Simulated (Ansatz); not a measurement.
## Optical response of Sb2Pt (Geversite)

What colour and refractive index does Sb2Pt (Geversite) have at this level of theory?

Program: Ansatz 0.2.0. Level of theory: DFT, PBE, plane-wave PAW, default files, scalar-relativistic, independent-particle optical response without local fields. Values are calculated unless marked as measured.

### Step 1. Set-up

The structure is cubic, space group Pa-3 (No. 205). Conventional cell: a = 6.442 Å, b = 6.442 Å, c = 6.442 Å, α = 90.00°, β = 90.00°, γ = 90.00°. Nearest to Pt lie 6 Sb at 2.67 Å. Sb has 3 Pt at 2.67 Å and 1 Sb at 2.78 Å nearest. Farther neighbours, and contacts between anions beyond the nearest, are not listed.

### Step 2. Ground state and bands

First the ground state: is it a metal or has it a gap?

This step: DFT, PBE, plane-wave PAW, default files, scalar-relativistic, ground state (Ansatz 0.2.0).

Contents of input.yaml:

```yaml
crystal:
  lattice:
    - [6.4423, 0.0, 0.0]
    - [0.0, 6.4423, 0.0]
    - [0.0, 0.0, 6.4423]
  atoms:
    - { symbol: Pt, position: [0.0, 0.5, 0.5] }
    - { symbol: Pt, position: [0.5, 0.5, 0.0] }
    - { symbol: Pt, position: [0.5, 0.0, 0.5] }
    - { symbol: Pt, position: [0.0, 0.0, 0.0] }
    - { symbol: Sb, position: [0.3753, 0.1247, 0.8753] }
    - { symbol: Sb, position: [0.1247, 0.8753, 0.3753] }
    - { symbol: Sb, position: [0.8753, 0.3753, 0.1247] }
    - { symbol: Sb, position: [0.6247, 0.6247, 0.6247] }
    - { symbol: Sb, position: [0.6247, 0.8753, 0.1247] }
    - { symbol: Sb, position: [0.8753, 0.1247, 0.6247] }
    - { symbol: Sb, position: [0.1247, 0.6247, 0.8753] }
    - { symbol: Sb, position: [0.3753, 0.3753, 0.3753] }
kpoints:
  mp_grid: { grid: [4, 4, 4] }
  band_path:
    path:
      - [[0.0, 0.0, 0.0], [0.0, 0.5, 0.0], [0.5, 0.5, 0.0], [0.0, 0.0, 0.0], [0.5, 0.5, 0.5], [0.0, 0.5, 0.0]]
      - [[0.5, 0.5, 0.0], [0.5, 0.5, 0.5]]
    npoints: 10
scf:
  occupations: { method: fermi_dirac, width: 0.05 }
  n_extra_bands: 16
hamiltonian:
  xc: pbe
  pseudopotentials: { kind: paw }
output:
  forces: true
  stress: true
  populations: true
  write_bands: true
```

Launch:

```console
ansatz run input.yaml --threads 4 --pin off --max-ram 8192MiB --backend cpu --events-out ev --progress --plain --runs-dir out
```

The program printed:

```text
scf.n_extra_bands = 16 over 96 filled bands (N_el = 192.0): the run solves 112 bands
Engine: ansatz 0.2.0, aarch64-unknown-linux-gnu
Pseudopotentials: kind: paw
Pseudopotential: Pt, paw, valence charge 18, recommended cutoff 420 eV (normal), Pt.paw.azcp
Pseudopotential: Sb, paw, valence charge 15, recommended cutoff 420 eV (normal), Sb.paw.azcp
Functional definition: PBE
  parameter kappa = 0.804
  parameter beta = 0.066725
  exchange = pbe_x(kappa = kappa, mu = beta*pi^2/3)
  correlation = pbe_c(beta = beta)
Crystal: 12 atoms, lattice volume = 267.376 Å³
Basis set: ecut = 420 eV, 5185 PW (Γ), exchange–correlation on 90×90×90 points (8 copies of the dense FFT grid, shifted against one another)
Bands: 112, of which v1, the nominal top of the filled ones, is band 96 counted from 1 (95 counted from 0)
Symmetry: 24 space group operations
Space group: Pa-3 (ITA 205), of the structure as read, at distance tolerance 6.4e-5 Å
k-points: 11 of 64
Non-local potential: Pt, projectors of the file, l = 0: 3, l = 1: 2, l = 2: 2, l = 3: 1
Non-local potential: Sb, projectors of the file, l = 0: 2, l = 1: 2, l = 2: 2, l = 3: 2
PAW form: soft (Blöchl's): semilocal exchange-correlation on the pseudo side does not see the compensation charge
PAW one-centre angular grid: Pt, 590 points (default); XC on 64 Gauss nodes
PAW one-centre angular grid: Sb, 590 points (default); XC on 64 Gauss nodes
Initial density: superposition of atomic densities (neutral atoms: chi_scale 0, normalization atom), corrected by the library's trained network
Initial wavefunctions: pseudopotential atomic-orbital guess
Functional: x = pbe(κ = 0.804, μ = 0.219515), c = pbe(β = 0.066725)
SCF iter   1: F=—  HF=-101973.356639 eV  |F-HF|=—  |Δ(HF+E_count)|=         —  Δρ=2.97e-3  dr2=2.84e-2  ethr=1.77e-3  ⟨swp⟩=5.9  Hψ=4470  notcnv=0  defer=7
preconditioner: auto → Kerker (q_TF=auto, 2.582 Å⁻¹)  [metal: Δε(μ)=0.023 eV  Ē_g=8.043 eV  σ=0.050 eV  W_gap=0.11  n_scr=80 (ndim 8)  ℏωp=20.3 eV  f_vac=0.000  D(μ)=2.33/eV (n_scr^D=6)]
SCF iter   2: F=—  HF=-101973.354124 eV  |F-HF|=—  |Δ(HF+E_count)|=   2.51e-3  Δρ=1.27e-3  dr2=2.84e-3  ethr=1.48e-5  ⟨swp⟩=2.0  Hψ=1850  notcnv=0  defer=39
SCF iter   3: F=—  HF=-101973.354634 eV  |F-HF|=—  |Δ(HF+E_count)|=   5.10e-4  Δρ=7.27e-4  dr2=1.27e-3  ethr=1.48e-6  ⟨swp⟩=1.1  Hψ=1162  notcnv=0  defer=39
SCF iter   4: F=—  HF=-101973.354794 eV  |F-HF|=—  |Δ(HF+E_count)|=   1.60e-4  Δρ=1.55e-4  dr2=7.38e-5  ethr=6.63e-7  ⟨swp⟩=2.0  Hψ=1604  notcnv=0  defer=39
SCF iter   5: F=—  HF=-101973.354666 eV  |F-HF|=—  |Δ(HF+E_count)|=   1.29e-4  Δρ=2.56e-5  dr2=1.94e-6  ethr=3.85e-8  ⟨swp⟩=2.0  Hψ=1608  notcnv=0  defer=39
SCF iter   6: F=—  HF=-101973.354667 eV  |F-HF|=—  |Δ(HF+E_count)|=   1.14e-6  Δρ=9.81e-6  dr2=2.42e-7  ethr=1.01e-9  ⟨swp⟩=2.0  Hψ=2048  notcnv=0  defer=39
SCF iter   7: F=-101973.354667 eV  HF=-101973.354667 eV  |F-HF|=8.15e-10  |Δ(HF+E_count)|=   2.19e-8  Δρ=2.50e-6  dr2=1.81e-8  ethr=5.21e-11  ⟨swp⟩=9.4  Hψ=5066  notcnv=0
SCF 1 converged in 7 iterations: F = -101973.354667 eV  dr2 = 1.81e-8
  greatest PAW one-centre occupation: 1.000 electrons in one spin orbital (limit 2), on the Pt atom at site 3 (counted from 0), in its partial waves of l = 0
NSCF: frozen V_eff on 62 k-points
SCF converged after 7 iterations
Free energy (F): -101973.354667 eV
Harris-Foulkes:  -101973.354667 eV  (|F-HF|=8.15e-10)
Internal energy: -101973.336569 eV  (E = F + TS)
E sigma→0 (E₀):  -101973.345618 eV
Entropy (-TS):   -0.018097 eV (-1.508 meV/atom)
Fermi energy:    14.650499 eV
--- Per-component energies (eV) ---
  E_band       = -1978.622272
  E_kinetic    = 4224.132612
  E_local      = -19597.947884  (includes V_loc(G=0)·N_el)
  E_nonlocal   = 3702.429201
  E_hartree    = 8410.626450
  E_xc         = -2164.651145
  E_vxc        = -1995.519878  (∫ρ·V_xc dr)
  E_paw        = -74431.806861  (= ΣΔE_a)
  E_vpaw       = -5132.967704  (= ΣTr[D̂ρ^β])
  E_aug_tail   = 0.000766  (compensation charges beyond the density's cutoff)
  E_ewald      = -22116.119709
  E_smearing   = -0.018097  (= −TS)
  E_closure    = -0.000000  (closes the sum)
  Σ components = -101973.354667   (vs F -101973.354667, Δ=0.00e0)
--- Forces (eV/Å), atoms counted from 1 ---
  atom   1  Pt     0.00000000    -0.00000000    -0.00000000
  atom   2  Pt     0.00000000    -0.00000000     0.00000000
  atom   3  Pt     0.00000000    -0.00000000    -0.00000000
  atom   4  Pt     0.00000000    -0.00000000     0.00000000
  atom   5  Sb    -0.07087838     0.07087838    -0.07087838
  atom   6  Sb     0.07087838    -0.07087838    -0.07087838
  atom   7  Sb    -0.07087838    -0.07087838     0.07087838
  atom   8  Sb     0.07087838     0.07087838     0.07087838
  atom   9  Sb     0.07087838    -0.07087838     0.07087838
  atom  10  Sb    -0.07087838     0.07087838     0.07087838
  atom  11  Sb     0.07087838     0.07087838    -0.07087838
  atom  12  Sb    -0.07087838    -0.07087838    -0.07087838
  max |Σ_I F_I| component: 6.94e-17 eV/Å
--- Stress (GPa, compression-positive) ---
        6.298272      -0.000000       0.000000
       -0.000000       6.298272       0.000000
        0.000000       0.000000       6.298272
  P = ⅓ Tr σ = 6.2983 GPa (62.983 kbar)
--- Band table (eV; the first three rows and the last of 11) ---
  k-point 0: bands = [... 92 lower, 12.7986, 14.0642, 14.0642, 14.0642, 14.6333, 14.6333, 14.6333, 15.5324, ... 12 higher]
  k-point 1: bands = [... 92 lower, 13.0545, 13.6457, 13.7793, 14.6858, 14.8611, 14.9110, 15.0002, 15.8722, ... 12 higher]
  k-point 2: bands = [... 92 lower, 13.1589, 13.1589, 13.9509, 13.9509, 15.4122, 15.4122, 16.1544, 16.1544, ... 12 higher]
  k-point 10: bands = [... 92 lower, 13.9301, 13.9301, 13.9301, 13.9301, 14.6081, 14.6081, 14.6081, 14.6081, ... 12 higher]
--- Löwdin populations: 12 sites ---
  site symbol       q [e]
     0     Pt     17.7897
     1     Pt     17.7897
     2     Pt     17.7897
     3     Pt     17.7897
     4     Sb     14.9803
     5     Sb     14.9803
     6     Sb     14.9803
     7     Sb     14.9803
     8     Sb     14.9803
     9     Sb     14.9803
    10     Sb     14.9803
    11     Sb     14.9803
  spilling = 0.005202 (of n_electrons = 192.000000)
```

The job ended after 21 s (4 threads of Arm Neoverse V1, shared host; peak memory 1.5 GiB; 81 s of CPU time).

The column dr2 measures how far the density is from self-consistency, as an energy; F and HF (Harris–Foulkes) agree once it is small.

Read-outs:

```
free energy         : -101973.3547 eV
Fermi energy        : 14.65 eV
electrons           : 192
symmetry operations : 24
pressure            : 6.298 GPa
volume              : 267.4 Å³
gap on the path     : 0 eV
```

There are states at the Fermi level within the smearing, so the occupations stay smeared and the carriers get a Drude term. The cell is left with a pressure of 6.3 GPa and forces up to 0.12 eV/Å, as it stands unrelaxed at this level.

The electronic bands at the labelled points (eV, zero at the Fermi level; # counts the bands kept):

```tsv
point	#37	#38	#39	#40	#41	#42	#43	#44
Γ	-1.85	-0.59	-0.59	-0.59	-0.02	-0.02	-0.02	0.88
halfway	-1.60	-1.00	-0.87	0.04	0.21	0.26	0.35	1.22
X	-1.49	-1.49	-0.70	-0.70	0.76	0.76	1.50	1.50
halfway	-0.82	-0.82	-0.78	-0.78	0.95	0.95	1.32	1.32
M	-0.79	-0.79	-0.79	-0.79	1.73	1.73	1.73	1.73
halfway	-1.55	-1.21	-0.68	-0.14	0.45	0.68	0.89	1.71
Γ	-1.85	-0.59	-0.59	-0.59	-0.02	-0.02	-0.02	0.88
halfway	-1.81	-1.11	-0.63	-0.63	0.65	1.48	1.48	1.71
R	-0.72	-0.72	-0.72	-0.72	-0.04	-0.04	-0.04	-0.04
halfway	-1.27	-1.27	-0.91	-0.91	1.04	1.04	1.68	1.68
X	-1.49	-1.49	-0.70	-0.70	0.76	0.76	1.50	1.50
jump to M	-0.79	-0.79	-0.79	-0.79	1.73	1.73	1.73	1.73
halfway	-0.85	-0.85	-0.85	-0.85	0.86	0.86	0.86	0.86
R	-0.72	-0.72	-0.72	-0.72	-0.04	-0.04	-0.04	-0.04
```

### Step 3. Spectrum

With the density converged, the vertical transitions are summed over the zone.

This step: DFT, PBE, plane-wave PAW, default files, scalar-relativistic, independent-particle optical response without local fields (Ansatz 0.2.0).

input.yaml, the sections that differ from step 2:

```yaml
kpoints:
  mp_grid: { grid: [4, 4, 4] }
scf:
  occupations: { method: fermi_dirac, width: 0.05 }
output:
  optics:
    e_range: [0, 14]
    de: 0.05
    sigma: 0.1
    drude_damping: 0.1
    nscf_kmesh: { grid: [4, 4, 4] }
    bands: { spectra_wanted_up_to: 14 }
# crystal, hamiltonian: as in step 2
```

The program printed:

```text
[...]
Crystal: 12 atoms, lattice volume = 267.376 Å³
Basis set: ecut = 420 eV, 5185 PW (Γ)
Bands: 116, of which v1, the nominal top of the filled ones, is band 96 counted from 1 (95 counted from 0)
[... 1 set-up line as in the run before ...]
[...]
k-points: 11 of 64
[...]
SCF iter   1: F=—  HF=-101973.356730 eV  |F-HF|=—  |Δ(HF+E_count)|=         —  Δρ=2.97e-3  dr2=2.84e-2  ethr=1.77e-3  ⟨swp⟩=6.0  Hψ=4730  notcnv=0  defer=24
[...]
SCF iter  10: F=-101973.354641 eV  HF=-101973.354641 eV  |F-HF|=1.46e-11  |Δ(HF+E_count)|=  4.37e-11  Δρ=5.39e-8  dr2=7.52e-12  ethr=1.00e-12  ⟨swp⟩=8.7  Hψ=5158  notcnv=0
SCF 1 converged in 10 iterations: F = -101973.354641 eV  dr2 = 7.52e-12
[...]
NSCF: frozen V_eff on 11 k-points
output.optics: what the bands over the 197 summed would add to eps1, eps2 and the energy-loss function is held between a lower and an upper bound (8 Lanczos steps). eps1, eps2 and their loss function (loss_summed_bands) are given on every row as the summed bands alone make them. Along an axis, on a row where the two bounds hold the loss function to about 1 % of the greater of itself and 0.5 % of |1/eps|, its cell (loss_completed) is given, with the completed eps1 and eps2 that it is formed of (a cell that is left empty reads nan in the table and null in the record). The two bounds hold it so along every axis on all 280 rows up to 14.000 eV. [rest of the remark cut]
SCF converged after 10 iterations
Free energy (F): -101973.354641 eV
[...]
Internal energy: -101973.336543 eV  (E = F + TS)
E sigma→0 (E₀):  -101973.345592 eV
Entropy (-TS):   -0.018097 eV (-1.508 meV/atom)
Fermi energy:    14.650501 eV
[...]
--- Band table (eV; the first three rows and the last of 11) ---
  k-point 0: bands = [... 92 lower, 12.7986, 14.0642, 14.0642, 14.0642, 14.6333, 14.6333, 14.6333, 15.5324, ... 16 higher]
  k-point 1: bands = [... 92 lower, 13.0545, 13.6457, 13.7793, 14.6858, 14.8611, 14.9110, 15.0002, 15.8722, ... 16 higher]
  k-point 2: bands = [... 92 lower, 13.1589, 13.1589, 13.9509, 13.9509, 15.4122, 15.4122, 16.1544, 16.1544, ... 16 higher]
  k-point 10: bands = [... 92 lower, 13.9301, 13.9301, 13.9301, 13.9301, 14.6081, 14.6081, 14.6081, 14.6081, ... 16 higher]
```

Run time: 6.5 min. Hardware: 4 threads; peak memory 2.3 GiB; 20 min of CPU time.

This step gave:

```
main peak of the optical conductivity above 1 eV, first axis : 2.612 eV
Drude plasma energy, first axis                              : 1.128 eV
bands summed                                                 : 197
spectra valid up to                                          : 21.89 eV
program's estimate of the k-sum error in Im epsilon          : 0.16 %
electrons in the f-sum                                       : 107.0
```

The Im ε, any direction has structure finer than the step of the table below, so its rows give means over 0.25 eV. Peaks (eV: height): 1.000: 23.0, 2.300: 38.3.

The Im ε, any direction by photon energy; means over each step:

```tsv
photon energy (eV)	Im ε, any direction
0.50	8.38
0.75	12.1
1.00	21.5
1.25	18.4
1.50	28.6
1.75	33.4
2.00	35.8
2.25	37.8
2.50	35.3
2.75	31.5
3.00	26.9
3.25	21.0
3.50	16.4
3.75	15.0
4.00	16.4
4.25	14.4
4.50	10.9
4.75	9.09
5.00	8.75
5.25	8.36
5.50	8.25
5.75	7.26
6.00	6.62
6.25	6.17
6.50	5.51
6.75	5.03
7.00	4.61
7.25	4.36
7.50	4.07
7.75	4.03
8.00	3.39
8.25	3.08
8.50	3.07
8.75	3.02
9.00	2.64
9.25	2.40
9.50	2.25
9.75	2.10
10.00	2.22
10.25	2.16
10.50	2.10
10.75	2.17
11.00	2.04
11.25	1.92
11.50	1.86
11.75	1.75
12.00	1.67
12.25	1.59
12.50	1.46
12.75	1.37
13.00	1.25
13.25	1.16
13.50	1.16
13.75	1.16
```

Table of Re ε, any direction by photon energy:

```tsv
photon energy (eV)	Re ε, any direction
0.5	32.2
1.0	35.1
1.5	37.8
2.0	20.3
2.5	4.93
3.0	-5.89
3.5	-6.23
4.0	-3.89
4.5	-6.87
5.0	-4.20
5.5	-3.98
6.0	-3.89
6.5	-3.80
7.0	-3.23
7.5	-2.72
8.0	-2.80
8.5	-2.02
9.0	-2.09
9.5	-1.63
10.0	-1.17
10.5	-1.05
11.0	-1.12
11.5	-1.01
12.0	-0.944
12.5	-0.862
13.0	-0.758
13.5	-0.507
14.0	-0.452
```

The reflectivity at normal incidence, any direction has structure finer than the step of the table below, so its rows give means over 0.5 eV. Peaks (eV: height): 3.05: 62.9, 4.40: 60.7.

The reflectivity at normal incidence, any direction by photon energy; means over each step:

```tsv
photon energy (eV)	reflectivity at normal incidence, any direction (%)
1.0	54.1
1.5	56.4
2.0	58.4
2.5	60.9
3.0	62.0
3.5	58.3
4.0	56.0
4.5	59.2
5.0	53.0
5.5	52.1
6.0	52.1
6.5	51.8
7.0	49.9
7.5	47.8
8.0	49.2
8.5	44.7
9.0	45.7
9.5	42.6
10.0	36.8
10.5	35.0
11.0	35.7
11.5	35.3
12.0	35.1
12.5	35.2
13.0	34.4
13.5	29.9
```

Values under 1 per cm are given as 1. Absorption coefficient, any direction against photon energy:

```tsv
photon energy (eV)	absorption coefficient, any direction (1/cm)
0.500	36234
1.000	1.9e5
1.500	3.4e5
2.000	6.6e5
2.500	9.8e5
3.000	1.3e6
3.500	1.2e6
4.000	1.3e6
4.500	1.4e6
5.000	1.3e6
5.500	1.4e6
6.000	1.5e6
6.500	1.5e6
7.000	1.5e6
7.500	1.5e6
8.000	1.5e6
8.500	1.5e6
9.000	1.5e6
9.500	1.4e6
10.000	1.4e6
10.500	1.4e6
11.000	1.5e6
11.500	1.5e6
12.000	1.5e6
12.500	1.4e6
13.000	1.4e6
13.500	1.3e6
14.000	1.3e6
```

The refractive index n and extinction k by photon energy:

```tsv
photon energy (eV)	n	k
0.5	5.72	0.715
1.0	6.21	1.86
1.5	6.55	2.27
2.0	5.55	3.25
2.5	4.47	3.88
3.0	3.33	4.12
3.5	2.36	3.43
4.0	2.57	3.24
4.5	1.72	3.13
5.0	1.66	2.64
5.5	1.62	2.57
6.0	1.38	2.41
6.5	1.20	2.29
7.0	1.09	2.10
7.5	1.03	1.95
8.0	0.884	1.89
8.5	0.908	1.69
9.0	0.793	1.65
9.5	0.762	1.49
10.0	0.826	1.36
10.5	0.799	1.30
11.0	0.774	1.31
11.5	0.742	1.25
12.0	0.697	1.20
12.5	0.644	1.13
13.0	0.595	1.05
13.5	0.615	0.941
14.0	0.613	0.910
```

At chosen wavelengths:

```tsv
wavelength (nm)	n	k	R (%)	1/α
1550	6.50	1.090	54.7	113 nm
800	6.42	2.590	58.4	25 nm
633	5.61	3.164	58.2	16 nm
532	4.90	3.872	60.6	11 nm
450	3.81	4.051	61.5	8.8 nm
365	2.49	3.634	60.7	8.0 nm
193	1.24	2.322	52.4	6.6 nm
```

A polished face would reflect 60 % of daylight and look light grey (CIE x = 0.308, y = 0.326 under D65).

### Step 4. Results

| Quantity | Value |
| --- | --- |
| gap on the path | 0 eV |
| main peak of the optical conductivity above 1 eV, first axis | 2.61 eV |
| Drude plasma energy, first axis | 1.13 eV |

**Reading.** At this level (PBE, independent particles) Sb2Pt is a semimetal or has a tiny gap, with few carriers whose number hangs on mesh and smearing, and a Drude plasma energy of 1.1 eV; it reflects 60 % at 550 nm. Along x the bare Drude plasma energy is 1.1 eV; Re ε first rises through zero at 0.15 eV, far lower, because interband transitions screen the carriers. Im ε is 34 there, so the loss peak at that energy is weak. A polished face would reflect 60 % of daylight and look light grey (CIE x = 0.308, y = 0.326 under D65). In the base run ε includes the program's bounded estimate of what the bands above those summed add. The carriers' damping of 0.1 eV is typed, not computed; at 0.8 eV the carriers give 2 % of Im ε, the rest is interband. Spin-orbit coupling is left out although heavy atoms are present. Bands touch or overlap by little at this level, so the carriers are few and their weight hangs on smearing, mesh and functional. The Fermi-Dirac width of 0.05 eV acts as an electron temperature of 580 K in the carriers' term.

[Long decimals in the printed logs are rounded to 6 places.]

[Logs are printed without paths, hosts, clocks, repeated set-up lines and the standing remarks that a program may print on its own settings, such as how far it seeks lower states.]

[Hosts, paths, dates, database ids (printed as entryN), source tags and the programs' standing remarks are cut or masked in the printed files.]

[Where the starting crystal was built by hand or by swapping elements, it need not be the compound's stable phase.]

[The count of steps not shown may lack steps that the program refused or didn't finish.]
